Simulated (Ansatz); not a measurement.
# RbSbS3 (model cell, started as cubic perovskite with Sb in the octahedra): a soft mode frozen in, part 2 of 3

Which phase does RbSbS3 (model cell, started as cubic perovskite with Sb in the octahedra) fall into along its unstable mode, and how much energy does it gain?

Ansatz 0.2.0; DFT PBEsol, scalar-relativistic, plane waves, PAW; PAW set soft_1.

So far, highest frequency on the path or at a solved wavevector (cm⁻¹): step 2 (the dispersion) 270. Also lowest frequency on the path (cm⁻¹): step 2 -126.

The structure was built from a prototype and need not be the compound's stable phase.

## 5. Energy along the mode, all amplitudes (two of the runs are shown above)

An imaginary frequency means negative curvature, so the energy should fall and then rise again as anharmonic terms take over.

Numbers from this step:

* depth at the lowest point sampled: 11.39 meV/atom
* largest atomic shift at that point: 0.45 Å

Table of energy from the parent by largest atomic shift:

```
largest atomic shift (Å)  energy from the parent (meV/atom)
                   0.000                                  0
                   0.040                             -0.326
                   0.080                              -1.24
                   0.140                              -3.30
                   0.220                              -6.43
                   0.320                              -9.68
                   0.450                              -11.4
                   0.600                              -2.81
```

Displacement at unit largest shift by atom:

```
atom  x (Å)   y (Å)   z (Å)   size
 Rb1  0.000   0.045   0.045  0.064
 Rb2  0.000  -0.045  -0.045  0.064
 Sb3  0.000  -0.081  -0.081  0.115
 Sb4  0.000   0.081   0.081  0.115
  S5  0.000   0.000   0.000  0.000
  S6  0.000   0.000   0.000  0.000
  S7  0.000   0.000   0.000  0.000
  S8  0.000   0.000   0.000  0.000
  S9  0.000   0.707   0.707  1.000
 S10  0.000  -0.707  -0.707  1.000
```

The lowest of the steps tried is at 0.45 Å, 11.4 meV/atom below the parent; the bottom of the well need not coincide with a step.

## 6. Relaxation from the frozen mode

Starting from the lowest point found, all atoms and the cell are let go, so that strain and other modes of the same symmetry can join in.

input.yaml

```yaml
crystal:
  lattice:
    - [-5.0714313962, 0.0, 0.0]
    - [0.0, -5.0714313962, -5.0714313962]
    - [0.0, -5.0714313962, 5.0714313962]
  atoms:
    - { symbol: Rb, position: [0.0, 0.495985367, 0.5] }
    - { symbol: Rb, position: [0.0, 1.004014633, 1.0] }
    - { symbol: Sb, position: [0.5, 0.0072064488, 0.5] }
    - { symbol: Sb, position: [0.5, 0.4927935512, 0.0] }
    - { symbol: S, position: [0.5, 0.75, 0.75] }
    - { symbol: S, position: [0.5, 0.25, 0.25] }
    - { symbol: S, position: [0.5, 0.75, 0.25] }
    - { symbol: S, position: [0.5, 0.25, 0.75] }
    - { symbol: S, position: [1.0, -0.0627432428, 0.5] }
    - { symbol: S, position: [1.0, 0.5627432428, 0.0] }
kpoints:
  mp_grid: { grid: [8, 6, 6] }
hamiltonian:
  xc: pbesol
  pseudopotentials: { kind: paw, azcp: { folder: soft_1 }, xc_functional: pbe }
scf:
  occupations: { method: methfessel_paxton, width: 0.2 }
output:
  forces: true
  stress: true
  eigenvalues: true
relax:
  adjacent_minimum: "off"
  f_tol: 0.002
  max_steps: 120
  cell: { stress_tol: 0.03 }
```

Run with:

```bash
$ ansatz run input.yaml --threads 8 --pin off --max-ram 16384MiB --backend cpu --events-out ev --progress --plain --runs-dir out
```

Numbers of over 12 decimals in the logs are rounded to 6 here.

Output:

```text
[...]
Crystal: 10 atoms, lattice volume = 260.869 Å³
Basis set: ecut = 420 eV, 5061 PW (Γ), exchange–correlation on 72×96×96 points (8 copies of the dense FFT grid, shifted against one another)
Bands: 52, of which v1, the nominal top of the filled ones, is band 42 counted from 1 (41 counted from 0)
Symmetry: 8 space group operations
[...]
k-points: 80 of 288
[...]
SCF iter   1: F=—  HF=-24565.820436 eV  |F-HF|=—  |Δ(HF+E_count)|=         —  Δρ=3.32e-2  dr2=7.72e0  ethr=3.10e-3  ⟨swp⟩=11.1  Hψ=21673  notcnv=0
[...]
SCF iter  11: F=-24562.758597 eV  HF=-24562.758597 eV  |F-HF|=1.52e-9  |Δ(HF+E_count)|=   6.53e-8  S|Δr|=    0.00e0  Δρ=1.33e-6  dr2=1.30e-8  ethr=1.19e-10  ⟨swp⟩=18.6  Hψ=25170  notcnv=0
SCF 1 converged in 11 iterations: F = -24562.758597 eV  dr2 = 1.30e-8
[...]
relax step   1: F+E_penalty+E_count = -24562.75859729 eV  Δ(F+E_penalty+E_count) = +0.000e0 eV  max|allowed force component| = 1.796e-1 eV/Å  Δτ_max = 0.0000 Å  P = -0.170 GPa  Ω = 260.869 Å³  (11 SCF iters, dr2 threshold 1.00e-7 eV, accepted)
Crystal: 10 atoms, lattice volume = 258.113 Å³
Basis set: ecut = 420 eV, 5035 PW (Γ), exchange–correlation on 72×96×96 points (8 copies of the dense FFT grid, shifted against one another)
[...]
SCF iter   8: F=-24562.871589 eV  HF=-24562.871589 eV  |F-HF|=4.59e-8  |Δ(HF+E_count)|=   7.53e-7  S|Δr|=    0.00e0  Δρ=1.14e-5  dr2=8.33e-7  ethr=1.19e-9  ⟨swp⟩=12.7  Hψ=22538  notcnv=0
SCF 2 converged in 8 iterations: F = -24562.871589 eV  dr2 = 8.33e-7
relax step   2: F+E_penalty+E_count = -24562.87158904 eV  Δ(F+E_penalty+E_count) = -1.130e-1 eV  max|allowed force component| = 6.926e-2 eV/Å  Δτ_max = 0.0873 Å  P = +0.093 GPa  Ω = 258.113 Å³  energy of the carried Pulay correction = +2.732e-4 eV  (8 SCF iters, dr2 threshold 1.00e-6 eV, accepted)
Crystal: 10 atoms, lattice volume = 256.172 Å³
Basis set: ecut = 420 eV, 4979 PW (Γ), exchange–correlation on 72×96×96 points (8 copies of the dense FFT grid, shifted against one another)
[...]
SCF iter   9: F=-24562.879723 eV  HF=-24562.879723 eV  |F-HF|=1.35e-8  |Δ(HF+E_count)|=   3.60e-7  S|Δr|=    0.00e0  Δρ=4.86e-6  dr2=1.66e-7  ethr=7.60e-10  ⟨swp⟩=12.2  Hψ=22191  notcnv=0
SCF 3 converged in 9 iterations: F = -24562.879723 eV  dr2 = 1.66e-7
relax step   3: F+E_penalty+E_count = -24562.87972329 eV  Δ(F+E_penalty+E_count) = -8.134e-3 eV  max|allowed force component| = 1.276e-1 eV/Å  Δτ_max = 0.1782 Å  P = +0.211 GPa  Ω = 256.172 Å³  energy of the carried Pulay correction = +4.675e-4 eV  (9 SCF iters, dr2 threshold 6.38e-7 eV, accepted)
[...]
relax step   4: F+E_penalty+E_count = -24562.89527092 eV  Δ(F+E_penalty+E_count) = -1.555e-2 eV  max|allowed force component| = 1.249e-2 eV/Å  Δτ_max = 0.0836 Å  P = -0.061 GPa  Ω = 258.167 Å³  energy of the carried Pulay correction = +2.679e-4 eV  (7 SCF iters, dr2 threshold 1.00e-6 eV, accepted)
[...]
relax step   5: F+E_penalty+E_count = -24562.89550532 eV  Δ(F+E_penalty+E_count) = -2.344e-4 eV  max|allowed force component| = 1.839e-3 eV/Å  Δτ_max = 0.0049 Å  P = -0.001 GPa  Ω = 257.821 Å³  energy of the carried Pulay correction = +3.024e-4 eV  (5 SCF iters, dr2 threshold 2.33e-8 eV, accepted)
Basis set: ecut = 420 eV, 5023 PW (Γ), exchange–correlation on 72×100×96 points (8 copies of the dense FFT grid, shifted against one another)
[...]
SCF iter   5: F=-24562.895351 eV  HF=-24562.895351 eV  |F-HF|=7.28e-12  |Δ(HF+E_count)|=  3.64e-11  S|Δr|=    0.00e0  Δρ=4.51e-8  dr2=4.43e-12  ethr=1.00e-12  ⟨swp⟩=10.8  Hψ=22113  notcnv=0
SCF 6 converged in 5 iterations: F = -24562.895351 eV  dr2 = 4.43e-12
relax step   6: F+E_penalty+E_count = -24562.89535102 eV  Δ(F+E_penalty+E_count) = +1.543e-4 eV  max|allowed force component| = 1.843e-3 eV/Å  Δτ_max = 0.0000 Å  P = +0.000 GPa  Ω = 257.821 Å³  stress off target by 7.50e-3 GPa  SCF on the basis re-selected at this cell (its energy is not comparable with the rows above)  (5 SCF iters)
basis re-selected at this cell: Δ(F+E_penalty+E_count) = +1.543e-4 eV, ΔP = +0.001 GPa vs the last step (what re-selecting the basis moved, of the pressure what is left beyond the Pulay correction that the steps carried, after the strain that the cell walked since its last selection, with what the two solves' SCF thresholds leave and, on support functions, any second-order correction that the steps lacked; it is no measure of the basis error at this ecutwfc). The dense FFT grid was sized anew with the basis: this SCF ran on 36×50×48 points, the steps before it on 36×48×48, so part of this shift can come from that change (see relax.cell in the input reference). [rest of the remark cut]
SCF converged after 5 iterations
[...]
Free energy (F): -24562.895351 eV
[...]
Internal energy: -24562.896014 eV  (E = F + TS)
E sigma→0 (E₀):  -24562.895517 eV
Entropy (-TS):   0.000663 eV (0.066 meV/atom)
Fermi energy:    5.704004 eV
[...]
--- Forces (eV/Å), atoms counted from 1 ---
  atom   1  Rb     0.00000000    -0.00041505    -0.00041505
  atom   2  Rb    -0.00000000     0.00041505     0.00041505
  atom   3  Sb    -0.00000000    -0.00184348    -0.00184348
  atom   4  Sb     0.00000000     0.00184348     0.00184348
  atom   5  S     -0.00000000     0.00000000     0.00000000
  atom   6  S     -0.00000000     0.00000000     0.00000000
  atom   7  S     -0.00000000     0.00000000     0.00000000
  atom   8  S     -0.00000000     0.00000000     0.00000000
  atom   9  S     -0.00000000     0.00031651     0.00031651
  atom  10  S      0.00000000    -0.00031651    -0.00031651
  max |Σ_I F_I| component: 1.10e-29 eV/Å
--- Stress (GPa, compression-positive) ---
       -0.000935       0.000000      -0.000000
        0.000000       0.000851       0.006647
       -0.000000       0.006647       0.000851
  P = ⅓ Tr σ = 0.0003 GPa (0.003 kbar)
--- Band table (eV; the first three rows and the last of 80) ---
  k-point 0: bands = [... 38 lower, 4.8554, 5.0267, 5.3535, 5.4213, 5.9110, 7.1480, 7.4135, 7.7060, ... 6 higher]
  k-point 1: bands = [... 38 lower, 4.8299, 4.8946, 5.2850, 5.3768, 5.7482, 6.6536, 7.6987, 8.6288, ... 6 higher]
  k-point 2: bands = [... 38 lower, 4.6300, 5.0245, 5.0962, 5.3812, 5.5158, 6.0182, 8.7808, 9.7144, ... 6 higher]
  k-point 79: bands = [... 38 lower, 4.6409, 4.6409, 5.8215, 5.8215, 6.7645, 6.7645, 8.2191, 8.2191, ... 6 higher]
--- Relaxed structure (5 steps of the walk, 5 accepted, 1 SCFs on fresh bases) ---
  F+E_penalty+E_count = -24562.89535102 eV   max|allowed force component| = 1.843e-3 eV/Å   (the final SCF, on the basis selected at the relaxed cell)
  cell:  # Å, volume = 257.8208 Å³
    - [-4.884393, 0, 0]
    - [0, -5.244137, -5.244137]
    - [0, -5.032727, 5.032727]
  atoms:
    - { symbol: Rb, position: [0, 0.475848, 0.5] }
    - { symbol: Rb, position: [0, 1.024152, 1.000000] }
    - { symbol: Sb, position: [0.5, 0.00728254, 0.5] }
    - { symbol: Sb, position: [0.5, 0.492717, 0.0] }
    - { symbol: S, position: [0.5, 0.750000, 0.75] }
    - { symbol: S, position: [0.5, 0.25, 0.250000] }
    - { symbol: S, position: [0.5, 0.75, 0.25] }
    - { symbol: S, position: [0.5, 0.250000, 0.75] }
    - { symbol: S, position: [1.0, -0.087475, 0.5] }
    - { symbol: S, position: [1.0, 0.587475, 0.0] }
```

It took 47 s on 8 threads of Arm Neoverse V2, shared host; peak memory 1.4 GiB; 6 min of CPU time.

Relaxation path:

```
step  energy less that of the first step (eV)  largest force component (eV/Å)  pressure (GPa)  volume (Å³)
   1                                   0.0000                          0.1796           -0.17       260.87
   2                                  -0.1130                          0.0693            0.09       258.11
   3                                  -0.1211                          0.1276            0.21       256.17
   4                                  -0.1367                          0.0125           -0.06       258.17
   5                                  -0.1369                          0.0018            0.00       257.82
  6*                                  -0.1368                          0.0018            0.00       257.82
```

Relaxation steps marked * repeat the geometry before them on a plane-wave basis chosen anew for their cell, so energy and pressure can jump there.

Forces are held to the 8 operations that the run works with; a distortion that breaks them can't arise in this run.

```
     cell as run  before  after  change
           a (Å)   5.071  4.884  -3.7 %
           b (Å)   7.172  7.416  +3.4 %
           c (Å)   7.172  7.117  -0.8 %
volume (Å³/atom)   26.09  25.78  -1.2 %
```

The atoms that moved most (Å, as changes of fractional coordinates times the final cell):

```
atom     dx      dy      dz  length
 S10  0.000  -0.130  -0.130   0.183
  S9  0.000   0.130   0.130   0.183
 Rb2  0.000  -0.106  -0.106   0.149
 Rb1  0.000   0.106   0.106   0.149
```

Numbers from this step:

```
pressure        : 2.56e-4 GPa
volume per atom : 25.78 Å³
```

The distorted start has space group Pmma; the relaxation ends in Pmma.

## 7. The new phase in its own primitive cell

The relaxed structure is symmetrised, reduced to its primitive cell and relaxed tightly, as its phonons need.

input.yaml, the sections that differ from step 6:

```yaml
crystal:
  lattice:
    - [7.1173507704, 0.0, 0.0]
    - [0.0, 4.8843934042, 0.0]
    - [0.0, 0.0, 7.4163290301]
  atoms:
    - { symbol: Rb, position: [0.25, 0.0, 0.2258483547] }
    - { symbol: Rb, position: [0.75, 0.0, 0.7741516453] }
    - { symbol: Sb, position: [0.25, 0.5, 0.7572825414] }
    - { symbol: Sb, position: [0.75, 0.5, 0.2427174586] }
    - { symbol: S, position: [0.0, 0.5, 0.5] }
    - { symbol: S, position: [0.5, 0.5, 0.0] }
    - { symbol: S, position: [0.5, 0.5, 0.5] }
    - { symbol: S, position: [0.0, 0.5, 0.0] }
    - { symbol: S, position: [0.25, 0.0, 0.6625253414] }
    - { symbol: S, position: [0.75, 0.0, 0.3374746586] }
kpoints:
  mp_grid: { grid: [6, 8, 6] }
relax:
  adjacent_minimum: "off"
  f_tol: 0.001
  max_steps: 60
  cell: { stress_tol: 0.01 }
# hamiltonian, scf, output: as in step 6
```

Output:

```text
[...]
Crystal: 10 atoms, lattice volume = 257.821 Å³
Basis set: ecut = 420 eV, 5023 PW (Γ), exchange–correlation on 96×72×100 points (8 copies of the dense FFT grid, shifted against one another)
Bands: 52, of which v1, the nominal top of the filled ones, is band 42 counted from 1 (41 counted from 0)
Symmetry: 8 space group operations
[...]
k-points: 80 of 288
[...]
- { symbol: Rb, position: [0.25, 0.0, 0.225887] }
    - { symbol: Rb, position: [0.750000, 0.0, 0.774113] }
    - { symbol: Sb, position: [0.25, 0.5, 0.757312] }
    - { symbol: Sb, position: [0.750000, 0.5, 0.242688] }
    - { symbol: S, position: [0, 0.5, 0.5] }
    - { symbol: S, position: [0.5, 0.5, 0] }
    - { symbol: S, position: [0.5, 0.5, 0.5] }
    - { symbol: S, position: [0, 0.5, 0] }
    - { symbol: S, position: [0.25, 0.0, 0.662501] }
    - { symbol: S, position: [0.750000, 0.0, 0.337499] }
[key lines of the parts left out:]
SCF converged after 7 iterations
Free energy (F): -24562.895354 eV
Fermi energy:    5.704446 eV
P = ⅓ Tr σ = -0.0000 GPa (-0.000 kbar)
```

Run time: 24 s. Hardware: 8 threads; peak memory 1.4 GiB.

Little changed from the start: no atom moved by 0.005 Å and no cell edge by 0.1 %.

This step gave:

```yaml
pressure: -4.71e-5 GPa
```

The largest force component left is 0.87 meV/Å and the pressure is 0.000 GPa, within the tolerances set. The cell now holds 25.78 Å³/atom.

(Part 2 of 3 ends here.)

[Logs are printed without paths, hosts, clocks, repeated set-up lines and the standing remarks that a program may print on its own settings, such as how far it seeks lower states.]

[Hosts, paths, dates, database ids (printed as entryN), source tags and the programs' standing remarks are cut or masked in the printed files.]
